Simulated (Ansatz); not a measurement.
# ThSb (Fm-3m): phonons and vibrational spectra

How does ThSb (Fm-3m) vibrate, and is this structure a minimum?

Calculated with Ansatz 0.2.0; DFT PBEsol, scalar-relativistic, plane waves, PAW.

### 1. The structure

The structure is cubic, space group Fm-3m (No. 225). Conventional cell: a = 6.318 Å, b = 6.318 Å, c = 6.318 Å, α = 90.00°, β = 90.00°, γ = 90.00°. Nearest to Th lie 6 Sb at 3.16 Å. Nearest to Sb lie 6 Th at 3.16 Å. Farther neighbours are not listed.

### 2. Bringing the structure to rest

The volume is held at the value of the starting cell, and symmetry leaves nothing else free, so this is a single point.

File input.yaml:

```yaml
crystal:
  lattice:
    - [0.0, 3.159, 3.159]
    - [3.159, 0.0, 3.159]
    - [3.159, 3.159, 0.0]
  atoms:
    - { symbol: Th, position: [0.0, 0.0, 0.0] }
    - { symbol: Sb, position: [0.5, 0.5, 0.5] }
kpoints:
  mp_grid: { grid: [12, 12, 12] }
hamiltonian:
  xc: pbesol
scf:
  occupations: { method: gaussian, width: 0.1 }
output:
  forces: true
  stress: true
  eigenvalues: true
```

Launch:

```bash
ansatz run input.yaml --threads 8 --pin off --max-ram 16384MiB --backend cpu --events-out ev --progress --plain --runs-dir out
```

Numbers of over 12 decimals in the logs are rounded to 6 here.

The program printed:

```text
Engine: ansatz 0.2.0, aarch64-unknown-linux-gnu
Pseudopotentials: kind: paw
Pseudopotential: Th, paw, valence charge 12, recommended cutoff 420 eV (normal), Th.paw.azcp
Pseudopotential: Sb, paw, valence charge 15, recommended cutoff 420 eV (normal), Sb.paw.azcp
Functional definition: PBEsol
  exchange = pbesol_x
  correlation = pbesol_c
Crystal: 2 atoms, lattice volume = 63.049 Å³
Basis set: ecut = 420 eV, 1243 PW (Γ), exchange–correlation on 60×60×60 points (8 copies of the dense FFT grid, shifted against one another)
Bands: 18, of which v1, the nominal top of the filled ones, is band 14 counted from 1 (13 counted from 0)
Symmetry: 48 space group operations
Space group: Fm-3m (ITA 225), of the structure as read, at distance tolerance 4.0e-5 Å
k-points: 72 of 1728
Non-local potential: Th, projectors of the file, l = 0: 3, l = 1: 2, l = 2: 2, l = 3: 3
Non-local potential: Sb, projectors of the file, l = 0: 2, l = 1: 2, l = 2: 2, l = 3: 2
PAW form: soft (Blöchl's): semilocal exchange-correlation on the pseudo side does not see the compensation charge
PAW frozen core: Th, regenerated for the run's functional, and the local potential with it (the file was generated under x = pbe(κ = 0.804, μ = 0.219515), c = pbe(β = 0.066725))
PAW frozen core: Sb, regenerated for the run's functional, and the local potential with it (the file was generated under x = pbe(κ = 0.804, μ = 0.219515), c = pbe(β = 0.066725))
PAW one-centre angular grid: Th, 590 points (default); XC on 64 Gauss nodes
PAW one-centre angular grid: Sb, 590 points (default); XC on 64 Gauss nodes
Initial density: superposition of atomic densities (neutral atoms: chi_scale 0, normalization atom), corrected by the library's trained network
Initial wavefunctions: pseudopotential atomic-orbital guess
Functional: x = pbesol(κ = 0.804, μ = 0.123457), c = pbesol(β = 0.046)
SCF iter   1: F=—  HF=-19466.017756 eV  |F-HF|=—  |Δ(HF+E_count)|=         —  Δρ=1.93e-3  dr2=1.28e-3  ethr=1.77e-3  ⟨swp⟩=4.8  Hψ=5602  notcnv=0
preconditioner: auto → Kerker (q_TF=auto, 2.369 Å⁻¹)  [metal: Δε(μ)=0.008 eV  Ē_g=5.204 eV  σ=0.100 eV  W_gap=0.05  n_scr=14 (ndim 8)  ℏωp=14.0 eV  f_vac=0.000  D(μ)=1.24/eV (n_scr^D=8)]
SCF iter   2: F=—  HF=-19466.015859 eV  |F-HF|=—  |Δ(HF+E_count)|=   1.90e-3  Δρ=1.16e-3  dr2=4.67e-4  ethr=4.74e-6  ⟨swp⟩=2.0  Hψ=2839  notcnv=0
SCF iter   3: F=—  HF=-19466.015745 eV  |F-HF|=—  |Δ(HF+E_count)|=   1.15e-4  Δρ=3.33e-4  dr2=4.53e-5  ethr=1.73e-6  ⟨swp⟩=2.0  Hψ=2190  notcnv=0
SCF iter   4: F=—  HF=-19466.015720 eV  |F-HF|=—  |Δ(HF+E_count)|=   2.50e-5  Δρ=8.07e-5  dr2=5.34e-6  ethr=1.68e-7  ⟨swp⟩=2.0  Hψ=2179  notcnv=0
SCF iter   5: F=—  HF=-19466.015719 eV  |F-HF|=—  |Δ(HF+E_count)|=   5.38e-7  Δρ=2.50e-5  dr2=6.71e-7  ethr=1.98e-8  ⟨swp⟩=1.6  Hψ=1352  notcnv=0
SCF iter   6: F=-19466.015719 eV  HF=-19466.015719 eV  |F-HF|=4.59e-8  |Δ(HF+E_count)|=   7.22e-8  Δρ=1.12e-5  dr2=6.14e-8  ethr=3.70e-10  ⟨swp⟩=5.2  Hψ=6916  notcnv=0
SCF 1 converged in 6 iterations: F = -19466.015719 eV  dr2 = 6.14e-8
  greatest PAW one-centre occupation: 0.996 electrons in one spin orbital (limit 2), on the Sb atom at site 1 (counted from 0), in its partial waves of l = 2
SCF converged after 6 iterations
Free energy (F): -19466.015719 eV
Harris-Foulkes:  -19466.015719 eV  (|F-HF|=4.59e-8)
Internal energy: -19466.009495 eV  (E = F + TS)
E sigma→0 (E₀):  -19466.012607 eV
Entropy (-TS):   -0.006223 eV (-3.112 meV/atom)
Fermi energy:    12.842100 eV
--- Per-component energies (eV) ---
  E_band       = -163.287100
  E_kinetic    = 433.490157
  E_local      = -2000.481943  (includes V_loc(G=0)·N_el)
  E_nonlocal   = 525.829434
  E_hartree    = 849.088116
  E_xc         = -523.755443
  E_vxc        = -274.917167  (∫ρ·V_xc dr)
  E_paw        = -16375.644289  (= ΣΔE_a)
  E_vpaw       = -545.395915  (= ΣTr[D̂ρ^β])
  E_aug_tail   = -0.000002  (compensation charges beyond the density's cutoff)
  E_ewald      = -2375.004711
  E_core_change = 0.469186  (= ΣΔE_core)
  E_smearing   = -0.006223  (= −TS)
  E_closure    = -0.000000  (closes the sum)
  Σ components = -19466.015719   (vs F -19466.015719, Δ=0.00e0)
--- Forces (eV/Å), atoms counted from 1 ---
  atom   1  Th    -0.00000000    -0.00000000     0.00000000
  atom   2  Sb     0.00000000     0.00000000    -0.00000000
  max |Σ_I F_I| component: 4.40e-29 eV/Å
--- Stress (GPa, compression-positive) ---
       -0.959197       0.000000       0.000000
        0.000000      -0.959197       0.000000
       -0.000000       0.000000      -0.959197
  P = ⅓ Tr σ = -0.9592 GPa (-9.592 kbar)
--- Band table (eV; the first three rows and the last of 72) ---
  k-point 0: bands = [... 10 lower, 11.6837, 11.6837, 11.6837, 12.8366, 12.8366, 12.8366, 13.7698, 13.7736]
  k-point 1: bands = [... 10 lower, 11.2707, 11.4484, 11.4484, 12.8321, 12.9284, 12.9284, 13.9327, 13.9327]
  k-point 2: bands = [... 10 lower, 10.4288, 10.9758, 10.9758, 12.8173, 13.1493, 13.1493, 14.2017, 14.2017]
  k-point 71: bands = [... 10 lower, 9.5559, 10.4105, 10.4105, 13.3616, 13.3616, 14.3239, 14.3239, 14.4655]
```

Wall time 1.1 s (8 threads of Arm Neoverse V1, shared host); peak memory 0.47 GiB; 5.6 s of CPU time.

Reading the cycles: dr2 is the Hartree energy of the density residual (eV), the measure of convergence; HF is the Harris–Foulkes estimate of the energy, which meets the free energy F at convergence.

Numbers from this step:

```yaml
pressure: -0.9592 GPa
volume_per_atom: 31.52 Å³
gap_on_the_k_mesh: 0 eV
```

The run ends at a pressure of -0.96 GPa.

### 3. Tight relaxation

Symmetry and the fixed volume leave nothing to relax, so a single point is run, using the mesh and the filling of the phonon run that follows.

input.yaml, the sections that differ from step 2:

```yaml
scf:
  occupations: { method: methfessel_paxton, width: 0.2 }
output:
  forces: true
  stress: true
  eigenvalues: true
  write_density: true
  write_potential: true
  elf: true
  volumetric_format: npy
# crystal, kpoints, hamiltonian: as in step 2
```

The program printed:

```text
[...]
Crystal: 2 atoms, lattice volume = 63.049 Å³
Basis set: ecut = 420 eV, 1243 PW (Γ), exchange–correlation on 60×60×60 points (8 copies of the dense FFT grid, shifted against one another)
Bands: 18, of which v1, the nominal top of the filled ones, is band 14 counted from 1 (13 counted from 0)
Symmetry: 48 space group operations
[...]
k-points: 72 of 1728
[...]
--- Band table (eV; the first three rows and the last of 72) ---
  k-point 0: bands = [... 10 lower, 11.6831, 11.6831, 11.6831, 12.8362, 12.8362, 12.8362, 13.7679, 13.7730]
  k-point 1: bands = [... 10 lower, 11.2703, 11.4479, 11.4479, 12.8316, 12.9280, 12.9280, 13.9318, 13.9318]
  k-point 2: bands = [... 10 lower, 10.4286, 10.9754, 10.9754, 12.8166, 13.1488, 13.1488, 14.2001, 14.2001]
  k-point 71: bands = [... 10 lower, 9.5558, 10.4104, 10.4104, 13.3604, 13.3604, 14.3215, 14.3215, 14.4631]
[key lines of the parts left out:]
SCF converged after 6 iterations
Free energy (F): -19466.011600 eV
Fermi energy:    12.842393 eV
P = ⅓ Tr σ = -0.9757 GPa (-9.757 kbar)
```

The job ended after 1.4 s (8 threads; peak memory 0.47 GiB; 7.6 s of CPU time).

Numbers from this step:

```
pressure : -0.9757 GPa
```

ELF in the ac plane of the conventional cell at fractional y = 0.000, with atoms of Th and Sb within 0.2 Å of it. It is the smooth field of the valence electrons, not physical close to the nuclei.

Values, 10 rows by 16 columns, each cell a mean:
```
0.35 0.67 0.68 0.31 0.41 0.49 0.29 0.11 0.07 0.20 0.41 0.50 0.29 0.51 0.74 0.46
0.61 0.51 0.28 0.16 0.34 0.54 0.51 0.44 0.43 0.48 0.55 0.44 0.20 0.20 0.43 0.58
0.40 0.38 0.34 0.27 0.21 0.23 0.29 0.35 0.37 0.32 0.25 0.21 0.23 0.32 0.37 0.40
0.34 0.42 0.53 0.48 0.22 0.26 0.56 0.69 0.69 0.64 0.40 0.19 0.36 0.56 0.47 0.37
0.03 0.14 0.39 0.49 0.30 0.57 0.73 0.30 0.18 0.57 0.71 0.35 0.42 0.47 0.25 0.05
0.07 0.20 0.41 0.50 0.29 0.51 0.74 0.46 0.35 0.67 0.68 0.31 0.41 0.49 0.29 0.11
0.43 0.48 0.55 0.44 0.20 0.20 0.43 0.58 0.61 0.51 0.28 0.16 0.34 0.54 0.51 0.44
0.37 0.32 0.25 0.21 0.23 0.32 0.37 0.40 0.40 0.38 0.34 0.27 0.21 0.23 0.29 0.35
0.69 0.64 0.40 0.19 0.36 0.56 0.47 0.37 0.34 0.42 0.53 0.48 0.22 0.26 0.56 0.69
0.18 0.57 0.71 0.35 0.42 0.47 0.25 0.05 0.03 0.14 0.39 0.49 0.30 0.57 0.73 0.30
```
Columns run along a (6.3 Å), rows up along c (6.3 Å), edges of the conventional cell, whose origin can differ from the input's. Atoms in or near the plane, at fractional coordinates: Th at (0.00, 0.00), Th at (0.50, 0.50), Sb at (0.50, 0.00), Sb at (0.00, 0.50).

Electrostatic potential energy in the ac plane of the conventional cell at fractional y = 0.000, with atoms of Th and Sb within 0.2 Å of it. With pseudopotentials it is smooth inside the atoms' cores, unlike the true potential.

Values in eV, 10 rows by 16 columns, each cell a mean:
```
-69 -53 -16   5  11   4 -10 -14 -14 -13  -2  10   9  -4 -38 -65
-14  -5   5  11  14  13   7   1  -1   4  11  14  13   8   0 -11
  9  10  13  14  14  13  10   8   7   9  12  14  15  14  11   9
 -7  -2   8  13  12   6  -8 -26 -30 -16   1  10  13  11   2  -5
-13 -14  -5   9   8  -7 -46 -71 -73 -61 -21   4  10   2 -12 -14
-14 -13  -2  10   9  -4 -38 -65 -69 -53 -16   5  11   4 -10 -14
 -1   4  11  14  13   8   0 -11 -14  -5   5  11  14  13   7   1
  7   9  12  14  15  14  11   9   9  10  13  14  14  13  10   8
-30 -16   1  10  13  11   2  -5  -7  -2   8  13  12   6  -8 -26
-73 -61 -21   4  10   2 -12 -14 -13 -14  -5   9   8  -7 -46 -71
```
Columns run along a (6.3 Å; values clipped at the 3rd and 97th percentile), rows up along c (6.3 Å), edges of the conventional cell, whose origin can differ from the input's. Atoms in or near the plane, at fractional coordinates: Th at (0.00, 0.00), Th at (0.50, 0.50), Sb at (0.50, 0.00), Sb at (0.00, 0.50).

Valence density in the ac plane of the conventional cell at fractional y = 0.000, with atoms of Th and Sb within 0.2 Å of it. It is the smooth field of the valence electrons, not physical close to the nuclei.

Values in e/Å³, 10 rows by 16 columns, each cell a mean:
```
 1  1  1  0  0  0  2  6  9  3  1  0  0  1  1  1
 1  1  0  0  0  0  0  1  1  0  0  0  0  0  0  1
 0  0  0  0  0  0  0  0  0  0  0  0  0  0  0  0
 1  1  0  0  0  0  1  1  1  1  0  0  0  0  0  1
13  4  1  0  0  1  1  1  1  1  1  0  0  0  2 10
 9  3  1  0  0  1  1  1  1  1  1  0  0  0  2  6
 1  0  0  0  0  0  0  1  1  1  0  0  0  0  0  1
 0  0  0  0  0  0  0  0  0  0  0  0  0  0  0  0
 1  1  0  0  0  0  0  1  1  1  0  0  0  0  1  1
 1  1  1  0  0  0  2 10 13  4  1  0  0  1  1  1
```
Columns run along a (6.3 Å), rows up along c (6.3 Å), edges of the conventional cell, whose origin can differ from the input's. Atoms in or near the plane, at fractional coordinates: Th at (0.00, 0.00), Th at (0.50, 0.50), Sb at (0.50, 0.00), Sb at (0.00, 0.50).

The forces vanish by symmetry. The volume is held at 31.52 Å³/atom, so a pressure of -0.98 GPa remains at this level.

### 4. Modes at Γ

The zone centre comes first: it holds the modes that light can see, as far as symmetry allows. No field response is asked, since the mesh shows no gap.

Edit input.yaml of step 3 so:

```diff
@@ -15,8 +15,4 @@
 output:
-  forces: true
-  stress: true
   eigenvalues: true
-  write_density: true
-  write_potential: true
-  elf: true
-  volumetric_format: npy
+phonons:
+  method: dfpt
```

The program printed:

```text
[...]
Crystal: 2 atoms, lattice volume = 63.049 Å³
Basis set: ecut = 420 eV, 1243 PW (Γ), exchange–correlation on 60×60×60 points (8 copies of the dense FFT grid, shifted against one another)
Bands: 18, of which v1, the nominal top of the filled ones, is band 14 counted from 1 (13 counted from 0)
Symmetry: 48 space group operations
k-points: 163 of 1728 (irreducible under 8 space group operations, time reversal used)
[...]
SCF iter   1: F=—  HF=-19466.013507 eV  |F-HF|=—  |Δ(HF+E_count)|=         —  Δρ=1.95e-3  dr2=1.34e-3  ethr=1.77e-3  ⟨swp⟩=5.1  Hψ=27797  notcnv=0
automatic band count: the SCF goes on with 22 bands, as 18 were too few: they end inside the smearing window of the response
[...]
SCF iter   2: F=—  HF=-19466.011748 eV  |F-HF|=—  |Δ(HF+E_count)|=   1.76e-3  S|Δr|=    0.00e0  Δρ=1.16e-3  dr2=4.95e-4  ethr=4.97e-6  ⟨swp⟩=2.2  Hψ=7031  notcnv=0
[...]
SCF iter   9: F=-19466.011600 eV  HF=-19466.011600 eV  |F-HF|=0.00e0  |Δ(HF+E_count)|=  1.82e-11  S|Δr|=    0.00e0  Δρ=8.55e-8  dr2=2.29e-12  ethr=1.00e-12  ⟨swp⟩=10.0  Hψ=17548  notcnv=0
SCF 1 converged in 9 iterations: F = -19466.011600 eV  dr2 = 2.29e-12
[...]
DFPT response loops at Γ: preconditioner auto → Kerker (q_TF=auto, 2.369 Å⁻¹) (partly filled bands, converged f_vac=0.000); β = 1.00, the filter's whole step (`scf.mixing.beta` (0.50) is not read by the response loops under this deck's `scf.mixing.preconditioner`; to damp them name `kerker` or `kerker_dos`, under which they read `scf.mixing.beta`, and type it under 1.00, their step now; both keys bind the ground state too); Broyden in place of MSR1
SCF converged after 9 iterations
[...]
Free energy (F): -19466.011600 eV
[...]
Internal energy: -19466.014116 eV  (E = F + TS)
E sigma→0 (E₀):  -19466.012229 eV
Entropy (-TS):   0.002517 eV (1.258 meV/atom)
Fermi energy:    12.842376 eV
[...]
--- Band table (eV; the first three rows and the last of 163) ---
  k-point 0: bands = [... 10 lower, 11.6830, 11.6830, 11.6830, 12.8362, 12.8362, 12.8362, 13.7679, 13.7729, ... 4 higher]
  k-point 1: bands = [... 10 lower, 11.2703, 11.4478, 11.4478, 12.8316, 12.9280, 12.9280, 13.9318, 13.9318, ... 4 higher]
  k-point 2: bands = [... 10 lower, 10.4285, 10.9754, 10.9754, 12.8166, 13.1487, 13.1487, 14.2001, 14.2001, ... 4 higher]
  k-point 162: bands = [... 10 lower, 9.5557, 10.4104, 10.4104, 13.3604, 13.3604, 14.3214, 14.3214, 14.4631, ... 4 higher]
--- Phonons (Γ-DFPT): 2 representative perturbations + reference, on 163 of 1728 k-points (Σ response iterations 6) ---
  k mesh reduced under 8 symmetry operations, with k and −k counted as one. Each operation leaves every solved perturbation unchanged. A smaller set is not used because it would not reduce the number of displacements times k-points to solve
  ASR residual: 1.104e-5 → 0.000e0 eV/Å²; symmetrization residual: 6.427e-7 eV/Å²
  ASR residual per site (eV/Å²): 1.02e-5 1.10e-5
  Γ frequencies (cm⁻¹): 0.00 0.00 0.00 159.08 159.08 159.08
  non-analytic LO–TO correction: not included (Born effective charges unavailable; polar crystals: no LO–TO splitting at Γ)
```

The job ended after 12 s (8 threads; peak memory 1 GiB).

Numbers from this step:

* sum-rule residual before enforcement: 1.10e-5 eV/Å²
* point group: m-3m
* highest optical mode at the zone centre (no LO-TO term): 159.1 cm⁻¹
* lowest optical zone-centre mode: 159.1 cm⁻¹

Patterns of degenerate modes are one choice out of their space. The modes at Γ (shares of kinetic energy by element, %):

```
mode  frequency (cm⁻¹)  symmetry  Th %  Sb %
   1               0.0  acoustic    66    34
   2               0.0  acoustic    66    34
   3               0.0  acoustic    66    34
   4             159.1       T1u    34    66
   5             159.1       T1u    34    66
   6             159.1       T1u    34    66
```

Displacements in mode 4 (159.1 cm⁻¹), the largest set to 1:
```
Th1  0.00 -0.52  0.00
Sb2  0.00  1.00  0.00
```

Before it was imposed, the acoustic sum rule was missed by 1.1e-5 eV/Å². Small misses are needed for a sound result but don't prove that mesh and cutoff are converged. The lowest optical mode is real, 159 cm⁻¹.

[end of part 1 of 2]

[Logs are printed without paths, hosts, clocks, repeated set-up lines and the standing remarks that a program may print on its own settings, such as how far it seeks lower states.]

[Hosts, paths, dates, database ids (printed as entryN), source tags and the programs' standing remarks are cut or masked in the printed files.]
